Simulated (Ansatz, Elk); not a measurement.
# Bonding as seen by X-rays: CrCu4Te2S

The structure of CrCu4Te2S used here is made up (a known structure type with other elements) and was relaxed beforehand with PBEsol. The aim is the Fourier transform of its all-electron density, F(hkl), set beside the sum over free spherical atoms that refinements use.

Program: Elk 11.2.3 (patched build). Level of theory: DFT, PBE, all-electron APW+lo, Dirac cores, scalar-relativistic bands, static density, ferromagnetic start. Results are calculated unless marked as measured.

The structure was built from a prototype and need not be the compound's stable phase.

## Step 1: The starting structure

Symmetry: P-6m2, No. 187, hexagonal system. The conventional cell has a = 3.966 Å, b = 3.966 Å, c = 9.993 Å, α = 90.00°, β = 90.00°, γ = 120.00°. Nearest to Te lie 6 Cu at 2.49 to 2.81 Å and 3 Cr at 3.17 Å. Nearest to Cu lie 2 Cu at 2.34 to 2.62 Å and 3 S at 2.57 Å and 3 Te at 2.81 Å. Cu has 2 Cu at 2.41 to 2.62 Å and 3 Te at 2.49 Å and 3 Cr at 2.59 Å nearest. Nearest to Cr lie 6 Cu at 2.59 Å and 6 Te at 3.17 Å. Nearest to S lie 6 Cu at 2.57 Å. Farther neighbours and most contacts between anions are not listed.

## Step 2: Ground state and structure factors

An all-electron density is needed, since X-rays see the cores too. Task 0 finds the density and task 195 Fourier-transforms it; tshift is off so that phases refer to the origin typed.

The input, elk.in:

```
tasks
  0
  195
  196

xctype
  20

spinpol
  .true.

rgkmax
  7.0

gmaxvr
  14.0

lmaxo
  7

lmaxapw
  8

swidth
  0.002

tshift
  .false.

ramdisk
  .false.

hmaxvr
  5.5

maxscl
  120

epspot
  1e-06

reducebf
  0.8

sppath
  './'

avec
  7.49509145206 0.00000000000 0.00000000000
  -3.74754572603 6.49093960117 -0.00000000000
  0.00000000000 0.00000000000 18.88351948877

atoms
  4
  'Te.in'
  2
  0.3333333333 0.6666666667 0.7197328633   0.000000 0.000000 0.000000
  0.3333333333 0.6666666667 0.2802671367   0.000000 0.000000 0.000000
  'Cu.in'
  4
  0.0000000000 -0.0000000000 0.8831338044   0.000000 0.000000 0.000000
  0.0000000000 0.0000000000 0.3792698324   0.000000 0.000000 0.000000
  -0.0000000000 -0.0000000000 0.6207301676   0.000000 0.000000 0.000000
  -0.0000000000 -0.0000000000 0.1168661956   0.000000 0.000000 0.000000
  'Cr.in'
  1
  0.6666666667 0.3333333333 0.5000000000   0.000000 0.000000 -0.155000
  'S.in'
  1
  0.6666666667 0.3333333333 0.0000000000   0.000000 0.000000 0.000000

ngridk
  6 6 2
```

Run with:

```
$ OMP_NUM_THREADS=4 elk
```

Numbers of over 12 decimals in the logs are rounded to 6 here.

The log of the run:

```text
┌─────────────────────────┐
│ Elk code version 11.2.3 │
└─────────────────────────┘

All units are atomic (Hartree, Bohr, etc.)

┌─────────────────────────────────────────────────┐
│ Ground-state run starting from atomic densities │
└─────────────────────────────────────────────────┘

Lattice vectors :
   7.495091452       0.000000000       0.000000000
  -3.747545726       6.490939601      -0.000000000
   0.000000000       0.000000000       18.88351949

Reciprocal lattice vectors :
  0.8383066901      0.4839965932      -0.000000000
   0.000000000      0.9679931864       0.000000000
  -0.000000000       0.000000000      0.3327338058

Unit cell volume      :    918.6867340
Brillouin zone volume :   0.2700052197

Muffin-tin inner radius fraction :   0.1000000000E-01

Nuclei treated as point charges

Species : 1 (Te)
 parameters loaded from : Te.in
 name : tellurium
 nuclear charge    :   -52.00000000
 electronic charge :    52.00000000
 atomic mass :    232600.5708
 muffin-tin radius :    2.535854067
 number of radial points in muffin-tin :   1193
 inner part over the whole radius :   0.9929626691E-02
 number on inner part of muffin-tin    :    850
 approximate nuclear radius :   0.8944870508E-04
 number of mesh points to nuclear radius :    431
 atomic positions (lattice), magnetic fields (Cartesian) :
  1 :   0.33333333  0.66666667  0.71973286    0.00000000  0.00000000  0.00000000
  2 :   0.33333333  0.66666667  0.28026714    0.00000000  0.00000000  0.00000000

Species : 2 (Cu)
 parameters loaded from : Cu.in
 name : copper
 nuclear charge    :   -29.00000000
 electronic charge :    29.00000000
 atomic mass :    115837.2717
 muffin-tin radius :    2.128015663
 number of radial points in muffin-tin :    993
 inner part over the whole radius :   0.9933046923E-02
 number on inner part of muffin-tin    :    699
 approximate nuclear radius :   0.7406004541E-04
 number of mesh points to nuclear radius :    339
 atomic positions (lattice), magnetic fields (Cartesian) :
  1 :   0.00000000  0.00000000  0.88313380    0.00000000  0.00000000  0.00000000
  2 :   0.00000000  0.00000000  0.37926983    0.00000000  0.00000000  0.00000000
  3 :   0.00000000  0.00000000  0.62073017    0.00000000  0.00000000  0.00000000
  4 :   0.00000000  0.00000000  0.11686620    0.00000000  0.00000000  0.00000000

Species : 3 (Cr)
 parameters loaded from : Cr.in
 name : chromium
 nuclear charge    :   -24.00000000
 electronic charge :    24.00000000
 atomic mass :    94783.09202
 muffin-tin radius :    2.400000000
 number of radial points in muffin-tin :    993
 inner part over the whole radius :   0.9857795597E-02
 number on inner part of muffin-tin    :    699
 approximate nuclear radius :   0.6987106690E-04
 number of mesh points to nuclear radius :    328
 atomic positions (lattice), magnetic fields (Cartesian) :
  1 :   0.66666667  0.33333333  0.50000000    0.00000000  0.00000000 -0.15500000

Species : 4 (S)
 parameters loaded from : S.in
 name : sulphur
 nuclear charge    :   -16.00000000
 electronic charge :    16.00000000
 atomic mass :    58450.91931
 muffin-tin radius :    2.200000000
 number of radial points in muffin-tin :    793
 inner part over the whole radius :   0.9890556315E-02
 number on inner part of muffin-tin    :    554
 approximate nuclear radius :   0.6195814986E-04
 number of mesh points to nuclear radius :    251
 atomic positions (lattice), magnetic fields (Cartesian) :
  1 :   0.66666667  0.33333333  0.00000000    0.00000000  0.00000000  0.00000000

Total number of atoms per unit cell :    8
Total muffin-tin volume :    400.5838852
 ratio of muffin-tin to unit cell volume :   0.4360396970

Spin treatment :
 spin-polarised
 global magnetic field (Cartesian) :    0.000000000       0.000000000       0.000000000
 collinear magnetisation in z-direction

Number of Bravais lattice symmetries :   24
Number of crystal symmetries         :   12
Crystal has no inversion symmetry
Complex Hermitian eigensolver will be used

[...]
└──────────────────┘

Energies :
 Fermi                       :     0.274550
 sum of occupied eigenvalues :     -12874.816798153
 electron kinetic            :      22573.567282639
 core electron kinetic       :      21385.235778556
 Coulomb                     :     -43539.909717530
 Coulomb potential           :     -34540.075661128
 nuclear-nuclear             :     -2541.5652356200
 electron-nuclear            :     -47522.494324803
 Hartree                     :      6524.1498428931
 Madelung                    :     -26269.871886966
 xc potential                :     -908.11002937793
 xc effective B-field        :    -0.198382
 external B-field            :      0.000000
 exchange                    :     -684.60069334419
 correlation                 :     -12.964994392108
 electron entropic           :    -0.10928335951546E-02
 total energy                :     -21663.909215461
 (external B-field energy excluded from total)

Density of states at Fermi energy :    85.23249060
 (states/Hartree/unit cell)

Estimated indirect band gap :   0.4955675544E-03
 from k-point 17 to k-point 14
Estimated direct band gap   :   0.3510588150E-02
 at k-point 16

Charges :
 core                        :    140.0000000
 valence                     :    120.0000000
 interstitial                :    12.57455342
 muffin-tins (core leakage)
  species : 1 (Te)
[...]
species : 2 (Cu)
[...]
species : 3 (Cr)
[...]
species : 4 (S)
[...]
total in muffin-tins        :    247.4254466
 total calculated charge     :    259.9956655
 total charge                :    260.0000000
 error                       :   0.4334535208E-02

Moments :
 interstitial                :   0.1554024303
 muffin-tins
  species : 1 (Te)
[...]
species : 2 (Cu)
[...]
species : 3 (Cr)
[...]
species : 4 (S)
[...]
total in muffin-tins        :    2.775244149
 total moment                :    2.930646579

RMS change in Kohn-Sham potential (target) :   0.5659572226E-06 (  0.1000000000E-05)
Absolute change in total energy (target)   :   0.1440988490E-04 (  0.1000000000E-03)

Convergence targets achieved

┌──────────────────┐
│ Loop number : 26 │
└──────────────────┘

Energies :
 Fermi                       :     0.274550
 sum of occupied eigenvalues :     -12874.816817173
 electron kinetic            :      22573.567312631
 core electron kinetic       :      21385.235770992
 Coulomb                     :     -43539.909767361
 Coulomb potential           :     -34540.075651600
 nuclear-nuclear             :     -2541.5652356200
 electron-nuclear            :     -47522.494434030
 Hartree                     :      6524.1499022887
 Madelung                    :     -26269.871941562
 xc potential                :     -908.11008848494
 xc effective B-field        :    -0.198381
 external B-field            :      0.000000
 exchange                    :     -684.60069736768
 correlation                 :     -12.964994417052
 electron entropic           :    -0.10928357745665E-02
 total energy                :     -21663.909239351
 (external B-field energy excluded from total)

Density of states at Fermi energy :    85.23274585
 (states/Hartree/unit cell)

Estimated indirect band gap :   0.4957284926E-03
 from k-point 17 to k-point 14
Estimated direct band gap   :   0.3510353783E-02
 at k-point 16

Charges :
 core                        :    140.0000000
 valence                     :    120.0000000
 interstitial                :    12.57455246
 muffin-tins (core leakage)
  species : 1 (Te)
[...]
species : 2 (Cu)
[...]
atom 4                    :    27.57330270     (  0.7177623583E-03)
  species : 3 (Cr)
   atom 1                    :    22.59522547     ( -0.2234882999E-06)
  species : 4 (S)
   atom 1                    :    14.43145625     (  0.6871887236E-04)
 total in muffin-tins        :    247.4254475
 total calculated charge     :    259.9956655
 total charge                :    260.0000000
 error                       :   0.4334534565E-02

Moments :
 interstitial                :   0.1554066617
 muffin-tins
  species : 1 (Te)
[...]
species : 2 (Cu)
[...]
atom 4                    :  -0.7344831086E-01
  species : 3 (Cr)
   atom 1                    :    3.244230633
  species : 4 (S)
   atom 1                    :  -0.9865568031E-01
 total in muffin-tins        :    2.775232229
 total moment                :    2.930638891

┌──────────────────────────────┐
│ Self-consistent loop stopped │
└──────────────────────────────┘

Warning : core states of species 1 leak from the muffin-tin :   0.5751132194E-03

Warning : core states of species 2 leak from the muffin-tin :   0.7182598466E-03

Wrote STATE.OUT
```

Wall time 14 min (4 threads of Arm Neoverse V1, shared host); peak memory 0.71 GiB.

SFACRHO.OUT:

```text

h k l indices transformed by vhmat matrix:
   1.000000000       0.000000000       0.000000000    
   0.000000000       1.000000000       0.000000000    
   0.000000000       0.000000000       1.000000000    

      h      k      l  multipl.   |H|            Re(F)            Im(F)           |F|

      0      0      0      1   0.0000000       260.00000      0.14667311E-15   260.00000    
      0      0      1      2  0.33273381      -26.146651      0.25318893E-13   26.146651    
      0      0      2      2  0.66546761      -44.917218     -0.31773515E-13   44.917218    
     -1      1      0      3  0.96799319       39.941595       49.799302       63.838088    
     -1      0      0      3  0.96799319       39.941595      -49.799302       63.838088    
      0      0      3      2  0.99820142       44.164327     -0.87163680E-13   44.164327    
      1      0     -1      6   1.0235832       12.748601      -8.4878031       15.315666    
      0      1     -1      6   1.0235832       12.748601       8.4878031       15.315666    
      0      1      2      6   1.1746736       32.221299       95.961473       101.22656    
      1      0     -2      6   1.1746736       32.221299      -95.961473       101.22656    
      0      0      4      2   1.3309352      -2.2403787      0.44224984E-14   2.2403787    
      1      0     -3      6   1.3904736      -16.238954       44.276846       47.160817    
      0      1      3      6   1.3904736      -16.238954      -44.276846       47.160817    
     -1      1     -4      6   1.6457215      -125.92398       25.926773       128.56534    
      0      1      4      6   1.6457215      -125.92398      -25.926773       128.56534    
      0      0     -5      2   1.6636690      -72.358157      0.19749122E-12   72.358157    
      1      1      0      6   1.6766134       188.37581      0.63416630E-13   188.37581    
     -2      1     -1     12   1.7093110      -19.955772     -0.50859121E-08   19.955772
```

Elk indexes on the primitive cell of elk.in and gives |H| = 4π sin θ/λ in inverse bohr. Below, one row stands for each form hkl of the conventional cell (m members, Friedel mates merged), F is for one primitive cell and the density is static (no thermal factor). Free-atom factors are Waasmaier and Kirfel's, and R is Σm||F|−|F'||/Σm|F|.

```
hkl   m  sin θ/λ (Å⁻¹)  abs F, DFT  neutral atoms   diff.  abs of complex diff.
001   2          0.050      26.147         26.155  -0.008                 0.008
002   2          0.100      44.917         45.059  -0.142                 0.142
100   6          0.146      63.838         64.106  -0.268                 0.552
003   2          0.150      44.164         43.897  +0.267                 0.267
101  12          0.154      15.316         15.330  -0.014                 0.387
102  12          0.177     101.227        101.275  -0.048                 0.070
004   2          0.200       2.240          3.232  -0.992                 0.992
103  12          0.209      47.161         47.329  -0.168                 0.369
104  12          0.247     128.565        130.010  -1.445                 1.545
005   2          0.250      72.358         72.551  -0.193                 0.193
110   6          0.252     188.376        190.024  -1.648                 1.648
111  12          0.257      19.956         20.322  -0.366                 0.366
112  12          0.271      38.111         37.852  +0.260                 0.260
105  12          0.289      55.212         55.265  -0.053                 0.120
```

## Step 3: The magnetisation density

The same run holds the spin density, and task 196 transforms it. The order is that of the start, and no other was tried.

SFACMAG_1.OUT:

```text

h k l indices transformed by vhmat matrix:
   1.000000000       0.000000000       0.000000000    
   0.000000000       1.000000000       0.000000000    
   0.000000000       0.000000000       1.000000000    

      h      k      l  multipl.   |H|            Re(F)            Im(F)           |F|

      0      0      0      1   0.0000000       2.9306390     -0.18106190E-16   2.9306390    
      0      0      1      2  0.33273381      -3.4895126     -0.10085113E-14   3.4895126    
      0      0      2      2  0.66546761       2.9721613      0.16035931E-14   2.9721613    
     -1      1      0      3  0.96799319      -1.3277170      -2.3174111       2.6708101    
     -1      0      0      3  0.96799319      -1.3277170       2.3174111       2.6708101    
      0      0      3      2  0.99820142      -2.4393421     -0.29744967E-14   2.4393421    
      1      0     -1      6   1.0235832       1.2058012       2.2616987       2.5630524    
      0      1     -1      6   1.0235832       1.2058012      -2.2616987       2.5630524    
      0      1      2      6   1.1746736      -1.1943142       1.8286263       2.1840926    
      1      0     -2      6   1.1746736      -1.1943142      -1.8286263       2.1840926    
      0      0      4      2   1.3309352       2.0147076      0.28195672E-14   2.0147076    
      1      0     -3      6   1.3904736       1.0837641       1.6365164       1.9628374    
      0      1      3      6   1.3904736       1.0837641      -1.6365164       1.9628374    
     -1      1     -4      6   1.6457215     -0.69575250      -1.2749971       1.4524769    
      0      1      4      6   1.6457215     -0.69575250       1.2749971       1.4524769    
      0      0     -5      2   1.6636690      -1.3880349      0.14789826E-14   1.3880349
```

The total moment is 2.93 μB a cell; sphere moments: Te1 -0.11, Te2 -0.11, Cu3 -0.07, Cu4 0.00, Cu5 0.00, Cu6 -0.07, Cr7 +3.24, S8 -0.10 μB. Polarised neutrons measure spin and orbital magnetisation together; without spin-orbit coupling the run gives the spin part:

```
hkl  sin θ/λ (Å⁻¹)  abs F_M (μB)
001          0.050         3.490
002          0.100         2.972
100          0.146         2.671
003          0.150         2.439
101          0.154         2.563
102          0.177         2.184
004          0.200         2.015
103          0.209         1.963
104          0.247         1.453
005          0.250         1.388
110          0.252         1.421
111          0.257         1.642
112          0.271         1.312
105          0.289         1.222
```

## Step 4: The highest occupied states alone

An energy window below the Fermi level keeps the highest occupied states, to see at which angles they scatter; shallow core shells can lie inside it and anion s states outside. No new self-consistency is needed.

elk.in: that of step 2 with these lines changed.

```diff
@@ -1,5 +1,3 @@
 tasks
-  0
   195
-  196
 
@@ -44,2 +42,5 @@
 
+wsfac
+  -0.276690 0.574550
+
 sppath
```

Run with:

```
$ OMP_NUM_THREADS=4 elk
```

The log of the run:

```text
┌─────────────────────────────────┐
│ Elk code version 11.2.3 started │
└─────────────────────────────────┘

Info(readinput): the functional depends on the density's gradient
 muffin-tin radial points multiplied by    2.00000
 (not where nrmtscf is given)

┌────────────────────┐
│ Current task : 195 │
└────────────────────┘
Info(checkmt): changed muffin-tin radius of species 1 (Te) from   2.6000 to   2.5359
Info(checkmt): changed muffin-tin radius of species 2 (Cu) from   2.4000 to   2.1280

Info(sfacrho): density structure factors written to SFACRHO.OUT

 Energy window :  -0.2766900000      0.5745500000

┌──────────────────┐
│ Elk code stopped │
└──────────────────┘
```

Run time: 31 s. Hardware: 4 threads; peak memory 0.43 GiB; 47 s of CPU time.

States within 15 eV below the Fermi level hold 68.00 electrons; any levels below the window count with the cores. Their amplitudes can exceed the total, where window and core parts have opposite phase:

```
hkl  sin θ/λ (Å⁻¹)  abs F, window  abs F, all
001          0.050          1.603      26.147
002          0.100          5.296      44.917
100          0.146         27.734      63.838
003          0.150          2.634      44.164
101          0.154          0.753      15.316
102          0.177          6.237     101.227
004          0.200         21.629       2.240
103          0.209          1.256      47.161
104          0.247         23.638     128.565
005          0.250          1.729      72.358
```

(Continued in part 2 of 2.)

[Logs are printed without paths, hosts, clocks, repeated set-up lines and the standing remarks that a program may print on its own settings, such as how far it seeks lower states.]

[Hosts, paths, dates, database ids (printed as entryN), source tags and the programs' standing remarks are cut or masked in the printed files.]
